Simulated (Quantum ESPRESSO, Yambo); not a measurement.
# Quasiparticle gap of PtS2 (1T monolayer) in Yambo, part 2 of 2

Aim: the G0W0 gap of PtS2 (1T monolayer) on PBE with spin-orbit coupling, step by step.

Quantum ESPRESSO 7.5 and Yambo 5.3.0; PBE and many-body steps on it, plane waves. Known limits of the many-body steps: not at the basis limit; d states lean on the start.

So far. Step 3 (Bands along the symmetry lines): The gap is 1.736 eV, as in the run before at this level. Step 4 (Empty states on the mesh, 6×6×1 mesh, 292 bands): On this mesh the gap is 1.987 eV. The earlier step found 1.736 eV, so this mesh misses an edge.

**5. Conversion and set-up**

This step: Yambo 5.3.0; conversion and set-up on PBE with spin-orbit coupling, plane waves, norm-conserving pseudopotentials.

The states are converted to the many-body program's format and the q mesh is built.

Launch:

```sh
$ (cd o/x.save; p2y > p2y.log; mv SAVE ../..); yambo > setup.log
```

Output:

```text
 Yambo, version 5.3.0

 [02] CORE Variables Setup
 =========================

  [02.01] Unit cells
  ==================

  Cell kind             :  HCP
  Atoms in the cell     :  Pt  S
  number of Pt atoms    :  1
  number of S  atoms    :  2

  List of atomic masses
  Mass of Pt    :  195.0800
  Mass of S     :  32.06000

  List of atomic coordinates    : [cc]
  Pt1       :   0.00000   0.00000  14.17295  order 1
  S1       : -0.33765E-09   3.8988       16.493      order 2
  S2       :   3.37650   1.94942  11.85264  order 3

  Alat factors          :   6.75299   5.84826  28.34589 [a.u.]
  Direct lattice volume :   1119.47    [a.u.]
  Direct lattice vectors:  A[ 1 ]  A[ 2 ]  A[ 3 ]
   A[ 1 ]:  1.000000  0.000000  0.000000  [iru]
   6.752994  0.000000  0.000000  [cc]
   A[ 2 ]: -0.500000  1.000000  0.000000  [iru]
  -3.376497  5.848264  0.000000  [cc]
   A[ 3 ]:  0.000000  0.000000  1.000000  [iru]
    0.00000   0.00000  28.34589  [cc]

  Recip. lattice volume :  0.221578 [a.u.]
  Recip. lattice vectors:  B[ 1 ]  B[ 2 ]  B[ 3 ]
   B[ 1 ]:  1.000000  0.500000  0.000000  [iku]
   0.930430  0.537184 -0.000000  [cc]
   B[ 2 ]:  0.000000  1.000000  0.000000  [iku]
   0.000000  1.074368  0.000000  [cc]
   B[ 3 ]:  0.000000  0.000000  1.000000  [iku]
   0.000000 -0.000000  0.221661  [cc]

  [02.02] Symmetries
  ==================

  Inversion symmetry    : yes
  Spatial inversion     : yes
  Inversion index       :   7
  K-space Time-reversal : no
  Magnetic symmetries   : no
  Group table correct   : yes
  Symmetries units      :  [cc]

   [S  1]:   1.0000       0.0000       0.0000      0.46599E-16   1.0000       0.0000       0.0000       0.0000       1.0000
   [S  2]:   1.0000       0.0000       0.0000     -0.10527E-15  -1.0000       0.0000       0.0000       0.0000      -1.0000
   [S  3]: -0.500000  0.866025  0.000000 -0.866025 -0.500000  0.000000  0.000000  0.000000  1.000000
[...]
[S 11]:  0.500000  0.866025  0.000000  0.866025 -0.500000  0.000000  0.000000  0.000000  1.000000
   [S 12]:  0.500000 -0.866025  0.000000 -0.866025 -0.500000  0.000000  0.000000  0.000000  1.000000

  [02.03] Reciprocal space
  ========================

  nG shells         :   4653
  nG charge         :  100255
  nG WFs            :  15311
  nC WFs            :  12619
  G-vecs. in first 80 shells:  [ Number ]
     1    3    5    7    9   15   27   29   41
    53   55   67   79   81   93   95  101  113
   125  137  149  151  163  175  181  193  205
[...]
787   811   823   835   837   849   861   885
  ...
  Shell energy in first 80 shells:  [ mHa ]
[...]
4703.99      4728.93      4765.22      4815.10      4924.34      5194.20      5218.76      5243.71      5269.03
    5281.12      5292.46      5392.24      5415.30      5527.54      5587.27      5612.21      5808.37      5846.16
[...]
K/Q-points units:
  rlu = crystal or reduced units; cc = cartesian coordinates; iku = interal k-units

  K [1]          [rlu]:  0.000000  0.000000  0.000000
         WF components:  12619
  K [2]          [rlu]:  0.000000  0.166667  0.000000
         WF components:  12560
  K [3]          [rlu]:  0.000000  0.333333  0.000000
         WF components:  12540
  K [4]          [rlu]:  0.000000 -0.500000  0.000000
         WF components:  12518
  K [5]          [rlu]:  0.166667  0.166667  0.000000
         WF components:  12521
  K [6]          [rlu]:  0.166667  0.333333  0.000000
         WF components:  12506
  K [7]          [rlu]:  0.333333  0.333333  0.000000
         WF components:  12492

  [02.05] Energies & Occupations
  ==============================

  [X] === General ===
  [X] Electronic Temperature                        :  0.000000  0.000000 [eV K]
  [X] Bosonic    Temperature                        :  0.000000  0.000000 [eV K]
  [X] Finite Temperature mode                       : no
  [X] El. density                                   :  0.18084E+24 [cm-3]
  [X] Fermi Level                                   : -0.818957 [eV]

  [X] === Gaps and Widths ===
  [X] Conduction Band Min                           :  1.987235 [eV]
  [X] Valence Band Max                              :  0.000000 [eV]
  [X] Filled Bands                                  :  30
  [X] Empty Bands                                   :   31  292
  [X] Direct Gap                                    :  2.001877 [eV]
  [X] Direct Gap localized at k                     :  2
  [X] Indirect Gap                                  :  1.987235 [eV]
  [X] Indirect Gap between kpts                     :   5   2
  [X] Last valence band width                       :  1.422635 [eV]
  [X] 1st conduction band width                     :  1.018067 [eV]

  E @ K [1]:  [eV]
  -98.47980 -98.47980 -63.74769 -63.74769 -48.80672 -48.80672 -48.73718 -48.73718
[...]
occ @ K [1]
[...]
E @ K [2]:  [eV]
[...]
occ @ K [2]
[...]
E @ K [3]:  [eV]
[...]
occ @ K [3]
[...]
E @ K [4]:  [eV]
[...]
occ @ K [4]
[...]
E @ K [5]:  [eV]
[...]
occ @ K [5]
[...]
E @ K [6]:  [eV]
[...]
occ @ K [6]
[...]
E @ K [7]:  [eV]
[...]
occ @ K [7]
[...]
0.000000  0.000000  0.000000  0.000000  0.000000  0.000000  0.000000  0.000000
   0.000000  0.000000  0.000000  0.000000  0.000000  0.000000  0.000000  0.000000

 [03] Transferred momenta grid and indexing
 ==========================================

 IBZ Q-points                                      :   7
 BZ  Q-points                                      :   36

 K/Q-points units:
 rlu = crystal or reduced units; cc = cartesian coordinates; iku = interal k-units

 Q [1]          [rlu]:  0.000000  0.000000  0.000000
 Q [2]          [rlu]:  0.89679E-17  0.16667       0.0000
 Q [3]          [rlu]:  0.17936E-16  0.33333       0.0000
 Q [4]          [rlu]: -0.26904E-16 -0.50000       0.0000
 Q [5]          [rlu]:  0.166667  0.166667  0.000000
 Q [6]          [rlu]:  0.166667  0.333333  0.000000
 Q [7]          [rlu]:  0.333333  0.333333  0.000000

  [03.01] X indexes
  =================

   [03.01.01] Sigma indexes
   ========================

 [06] Game Over & Game summary
```

The job ended after 4.3 s (1 MPI rank of Arm Neoverse V1, shared host; peak memory 0.25 GiB).

**6. Screening and self-energy, 6×6×1 mesh, 292 bands, screening to 142.9 eV**

G0W0 replaces the xc potential by the self-energy, built once from these orbitals. Only a window of levels is corrected, while the sums run over the empty bands that the input names.

This step: G0W0 on PBE with spin-orbit coupling, plane waves, norm-conserving pseudopotentials.

gw3.in

```
HF_and_locXC
gw0
dyson
ppa
em1d
rim_cut
rim_w
RandQpts= 3000000
RandGvec= 100 RL
CUTGeo= "slab z"
RandGvecW= 9 RL
EXXRLvcs= 76 Ry
VXCRLvcs= 304 Ry
Chimod= "HARTREE"
% BndsRnXp
 1 | 292 |
%
NGsBlkXp= 10.5 Ry
% LongDrXp
 1 | 1 | 0 |
%
% GbndRnge
 1 | 292 |
%
DysSolver= "n"
ExtendOut
PPAPntXp= 27.21138 eV
% QPkrange
 5 | 5 | 27 | 34 |
 2 | 2 | 27 | 34 |
 1 | 1 | 27 | 34 |
%
```

Launch:

```sh
$ OMP_NUM_THREADS=1 mpirun -n 4 yambo -F gw3.in -J gw3 -C gw3 > gw3.log
```

Output:

```text
 Yambo, version 5.3.0

 [02] CORE Variables Setup
 =========================

  [... cell, symmetries and grids as in the set-up ...]

  [02.05] Energies & Occupations
  ==============================

  [X] === General ===
  [X] Electronic Temperature                        :  0.000000  0.000000 [eV K]
  [X] Bosonic    Temperature                        :  0.000000  0.000000 [eV K]
  [X] Finite Temperature mode                       : no
  [X] El. density                                   :  0.18084E+24 [cm-3]
  [X] Fermi Level                                   : -0.818957 [eV]

  [X] === Gaps and Widths ===
  [X] Conduction Band Min                           :  1.987235 [eV]
  [X] Valence Band Max                              :  0.000000 [eV]
  [X] Filled Bands                                  :  30
  [X] Empty Bands                                   :   31  292
  [X] Direct Gap                                    :  2.001877 [eV]
  [X] Direct Gap localized at k                     :  2
  [X] Indirect Gap                                  :  1.987235 [eV]
  [X] Indirect Gap between kpts                     :   5   2
  [X] Last valence band width                       :  1.422635 [eV]
  [X] 1st conduction band width                     :  1.018067 [eV]

 [03] Transferred momenta grid and indexing
 ==========================================

 IBZ Q-points                                      :   7
 BZ  Q-points                                      :   36

 K/Q-points units:
 rlu = crystal or reduced units; cc = cartesian coordinates; iku = interal k-units

 Q [1]          [rlu]:  0.000000  0.000000  0.000000
 Q [2]          [rlu]:  0.89679E-17  0.16667       0.0000
 Q [3]          [rlu]:  0.17936E-16  0.33333       0.0000
 Q [4]          [rlu]: -0.26904E-16 -0.50000       0.0000
 Q [5]          [rlu]:  0.166667  0.166667  0.000000
 Q [6]          [rlu]:  0.166667  0.333333  0.000000
 Q [7]          [rlu]:  0.333333  0.333333  0.000000

 [04] Coloumb potential Random Integration (RIM)
 ===============================================

 Performing RIM of v_slab

  [04.01] RIM initialization
  ==========================

  * Diagonal components only detected *

  8 x (sBL volume)        :  0.049240 [a.u.]
  sBZ random points       :  3000000
  Points outside the sBZ  :  24001124
  RL volume               :  0.221578 [a.u.]
  Integrated volume       :  0.221567 [a.u.]

  [04.02] RIM integrals
  =====================

  Gamma point sphere radius             :  0.042044 [a.u.]
  Points outside the sphere             :  2398760
  [Int_sBZ(q=0) 1/q^2]*(Vol_sBZ)^(-1/3) =:  7.537040
                                 should be <:  7.795600

  Summary of Coulomb integrals for non-metallic bands |Q|[au] RIM/Bare

  Q [1] 0.100000E-4 0.966833 * Q [2] 0.179061 1.019960
  Q [5] 0.310143 1.030508 * Q [3] 0.358123 1.026927
  Q [6] 0.473752 1.018421 * Q [4] 0.537184 1.015215
  Q [7] 0.620286 1.011349
  Non-periodic chartesian directions : none
  Optical renormalization            :  28.34589 [au]
  Polarizability dimension           : length

 [05] Coloumb potential CutOffslab
 =================================

 Cut directionsZ
 Slab Cutoff:Z
 Symmetry test passed : yes

 [06] Dipoles
 ============

  [06.01] Setup: observables and procedures
  =========================================

  [WARNING] [x,Vnl] slows the Dipoles computation. To neglect it rename the ns.kb_pp file

 [07] Dynamic Dielectric Matrix (PPA)
 ====================================

 [WR./gw3//ndb.pp]---------------------------------------------------------------
  Brillouin Zone Q/K grids (IBZ/BZ)                :    7   36    7   36
  RL vectors                                       :  15319 [WF]
  Coulomb cutoff potential                         : slab z
  Electronic Temperature                           :  0.000000 [K]
  Bosonic    Temperature                           :  0.000000 [K]
  PPA    diel. fun.  energies                      : Perdew, Burke & Ernzerhof(X)+Perdew, Burke & Ernzerhof(C)
  wavefunctions                                    : Perdew, Burke & Ernzerhof(X)+Perdew, Burke & Ernzerhof(C)
  Global Gauge                                     : length
  X matrix size                                    :   617
  X band range                                     :    1  292
  X e/h energy range                               : -1.000000 -1.000000 [eV]
  X Time ordering                                  : R
  X Hxc Kernel                                     : HARTREE
  X Drude frequency                                :  0.000000  0.000000
  X poles                                          :  100.0000 [o/o]
  RL vectors in the sum                            :  15319
  [r,Vnl] included                                 : yes
  Field direction                                  :  0.707107E-5  0.707107E-5   0.00000
  BZ energy Double Grid                            : no
  BZ energy DbGd points                            : 0
  BZ Q point size factor                           : -1.000000
  X Optical Averaged directions                    : none

 [08] Local Exchange-Correlation + Non-Local Fock
 ================================================

 [VXC] Plane waves :  100255
 [EXS] Plane waves :  12631

 QP @ state[ 1 ] K range:  1  2
 QP @ state[ 1 ] b range:   27   34
 QP @ state[ 2 ] K range:   5   5
 QP @ state[ 2 ] b range:   27   34

 [xc] Functional : Perdew, Burke & Ernzerhof(X)+Perdew, Burke & Ernzerhof(C)
 [xc] LIBXC used to calculate xc functional
  PP Number of Atomic Species                      :  2
  NLCC RL compoments                               :  100255
  PP Number of Atomic Species                      :  2
  NLCC RL compoments                               :  100255

 [xc] E_xc :  -16.10524 [Ha]
      E_xc :  -32.21048 [Ry]

  Local XC kind (lXC) : Perdew, Burke & Ernzerhof(X)+Perdew, Burke & Ernzerhof(C)
  Non-Local XC kind (nlXC) : Hartree-Fock

  Corrections @ K [1] :  [eV]
 <27|nlXC|27> = -15.82866  0.32604E-17 <27|lXC|27> = -13.69184  0.297128E-6
 <28|nlXC|28> = -15.82866 -0.35566E-17 <28|lXC|28> = -13.69184 -0.328593E-6
 <29|nlXC|29> = -15.94313  0.12461E-17 <29|lXC|29> = -13.81678 -0.347612E-6
 <30|nlXC|30> = -15.94313 -0.21716E-17 <30|lXC|30> = -13.81678  0.347611E-6
 <31|nlXC|31> = -13.04653 -0.10230E-17 <31|lXC|31> = -16.79508 -0.401078E-6
 <32|nlXC|32> = -13.04653  0.16411E-17 <32|lXC|32> = -16.79507  0.401073E-6
 <33|nlXC|33> = -12.88960 -0.31414E-17 <33|lXC|33> = -16.93514 -0.970542E-8
 <34|nlXC|34> = -12.88960 -0.48628E-19 <34|lXC|34> = -16.93514  0.104806E-7

  Corrections @ K [2] :  [eV]
 <27|nlXC|27> = -15.85901 -0.51987E-17 <27|lXC|27> = -13.46733  0.112711E-5
 <28|nlXC|28> = -15.85901 -0.13903E-17 <28|lXC|28> = -13.46733 -0.121324E-5
[...]
Corrections @ K [5] :  [eV]
[...]
<30|nlXC|30> = -18.15263 -0.52863E-18 <30|lXC|30> = -15.43322  0.118135E-5
 <31|nlXC|31> = -12.21199  0.15010E-17 <31|lXC|31> = -15.82326 -0.148982E-7
 <32|nlXC|32> = -12.21199  0.13641E-17 <32|lXC|32> = -15.82326  0.128626E-5
 <33|nlXC|33> = -12.55792 -0.23365E-18 <33|lXC|33> = -16.28892 -0.173370E-5
 <34|nlXC|34> = -12.55792 -0.36592E-18 <34|lXC|34> = -16.28892  0.786238E-6

 [09] Dyson equation: Newton solver
 ==================================

  [09.01] RIM-W interpolation
  ===========================

  [WARNING] RIM-W works only for 2D semiconductors with slab cutoff
  Found compatible q grid: 2D
  q_min[ 1 ]:  0.16667      0.24765E-11   0.0000     [rlu]
   0.166667  0.083333  0.000000 [iku]
  q_min[ 2 ]:  0.20260E-16  0.16667       0.0000     [rlu]
   0.20260E-16  0.16667       0.0000     [iku]
  G-vectors :   9
  G-vectors loaded:   63
  Number of interpolated frequencies:  2

  Evaluating coefficients q = 0
  Evaluating coefficients q = 0

  [09.02] RIM-W integrals
  =======================

  8 x (sBL volume)        :  0.049240 [a.u.]
  sBZ random points       :  3000000
  Points outside the sBZ  :  24001124
  RL volume               :  0.221578 [a.u.]
  Integrated volume       :  0.221567 [a.u.]

  [09.03] RIM integrals
  =====================

  Comparison between head Wc = W - v averages: < Wc > [au] RIM-W/RIM

   < -Wc [Q = 1] > 0.354747E-1 0.431869E-4 * < -Wc [Q = 2] > 0.005421 0.005231
   < -Wc [Q = 3] > 0.972319E-3 0.952536E-3 * < -Wc [Q = 4] > 0.326230E-3 0.322692E-3
   < -Wc [Q = 5] > 0.001425 0.001390 * < -Wc [Q = 6] > 0.459682E-3 0.454028E-3
   < -Wc [Q = 7] > 0.213292E-3 0.211033E-3

  Comparison between head Wc = W - v averages: < Wc > [au] RIM-W/RIM

   < -Wc [G = 1,G`=0] > 0.354747E-1 0.431869E-4 * < -Wc [G = 2,G`=0] >-0.002265 0.000000
   < -Wc [G = 3,G`=0] >-0.002265 0.000000 * < -Wc [G = 4,G`=0] > 0.490726E-4  0.00000
   < -Wc [G = 5,G`=0] > 0.490305E-4  0.00000 * < -Wc [G = 6,G`=0] > 0.116573E-3  0.00000
   < -Wc [G = 7,G`=0] > 0.116612E-3  0.00000 * < -Wc [G = 8,G`=0] >-0.307371E-4  0.00000
   < -Wc [G = 9,G`=0] >-0.307382E-4  0.00000

 [10] G0W0 (W PPA)
 =================

 [  GW  ] Bands range     :    1  292
 [GW/PPA] G damping       :  0.100000 [eV]

 QP @ state[ 1 ] K range:  1  2
 QP @ state[ 1 ] b range:   27   34
 QP @ state[ 2 ] K range:   5   5
 QP @ state[ 2 ] b range:   27   34

  Sc/G bands                                       :    1  292
  Sc/G damping                                     :  0.100000 ev
  Sc bands terminator                              : no
  Sx RL components                                 :  12631

  QP @ state[ 1 ] K range                          :  1  2
  QP @ state[ 1 ] b range                          :   27   34
  QP @ state[ 2 ] K range                          :   5   5
  QP @ state[ 2 ] b range                          :   27   34
  GF energies kind                                 : Perdew, Burke & Ernzerhof(X)+Perdew, Burke & Ernzerhof(C)
  GF WF`s kind                                     : Perdew, Burke & Ernzerhof(X)+Perdew, Burke & Ernzerhof(C)
  Xs energies kind                                 : Perdew, Burke & Ernzerhof(X)+Perdew, Burke & Ernzerhof(C)
  Xs WF`s kind                                     : Perdew, Burke & Ernzerhof(X)+Perdew, Burke & Ernzerhof(C)

 [14] Game Over & Game summary
```

Run time: 29 min. Hardware: 4 MPI ranks; peak memory 6 GiB.

Numbers from this step:

```
G0W0 gap on the points computed              : 3.235 eV
starting gap on the mesh                     : 1.987 eV
k of the valence top                         : 0, 0.1667, 0
k of the conduction bottom                   : 0, 0.1667, 0
least direct G0W0 gap on the computed points : 3.235 eV
Z at the valence top                         : 0.7480
Z at the conduction bottom                   : 0.7548
```

The gap on the mesh goes from 1.99 eV to 3.23 eV, a correction of +1.25 eV. The start differs from the 1.74 eV found before because the two sample other k points.

Limits: finite bands, cutoff and mesh; d states lean on the start. v1 is the top filled band, c1 the lowest empty one. The levels before and after the correction (eV, zero at the valence-band top of each column):

```
           conduction bottom  valence top
Kohn-Sham               1.99         0.00
     G0W0               3.23         0.00
```

```csv
,level,energy (eV)
Kohn-Sham,(0 0.167 0) v4-v3,-0.280
Kohn-Sham,(0 0.167 0) v2-v1,-0.015
Kohn-Sham,(0 0.167 0) c1-c2,1.987
Kohn-Sham,(0 0.167 0) c3-c4,2.821
G0W0,(0 0.167 0) v4-v3,-0.519
G0W0,(0 0.167 0) v2-v1,0.000
G0W0,(0 0.167 0) c1-c2,3.235
G0W0,(0 0.167 0) c3-c4,4.141
```

**7. Where the time went**

Times are wall times on the hardware named with each run, good to a factor of about two.

```csv
step,time,share,memory (GiB)
ground state,1.9 min,5 %,1.4
bands along the symmetry lines,60 s,3 %,0.83
empty states on the mesh,4.6 min,13 %,2.8
conversion and set-up,4.3 s,0 %,0.25
screening and self-energy,29 min,79 %,6.0
```

**8. Outcome**

```json
{
 "PBE gap": "1.74 eV, indirect",
 "G0W0 gap on the mesh": "3.23 eV",
 "G0W0 gap over the zone (rigid shift)": "2.98 eV",
 "GW settings": "6×6×1 mesh, 292 bands, screening to 142.9 eV, Godby-Needs plasmon pole",
 "known limits": "not at the basis limit; d states lean on the start"
}
```

G0W0 moves the gap on the mesh from 1.99 eV to 3.23 eV (+1.25 eV), with Z of 0.75 and 0.75 at the edges. The mesh misses the band edges by 0.25 eV in all; a rigid shift gives 2.98 eV for the zone. Only 3 of the mesh's irreducible points were corrected, so a valley elsewhere could overtake. The dearest step here is «screening and self-energy». Bands and cutoff are finite, so the gap is not at the basis limit. The miss can reach some tenths of an eV and take either sign; the mesh is an error of its own. In the G0W0 run levels were corrected at 3 k points alone, so a gap called «on the mesh» is the least over those, and an edge elsewhere would be missed. A denser mesh or path gives a starting gap of 1.74 eV: the GW mesh misses a band edge, so its gaps are not the fundamental one. With d states at the gap, one-shot GW leans hard on its start.

[Paths, hosts, dates, memory and timing lines, banners, echoed tables and standing remarks are left out of the program output.]

[Logs are printed without paths, hosts, clocks, repeated set-up lines and the standing remarks that a program may print on its own settings, such as how far it seeks lower states.]

[Runs of the session that timed out or met a known fault of the program may be left out.]

[Hosts, paths, dates, database ids (printed as entryN), source tags and the programs' standing remarks are cut or masked in the printed files.]
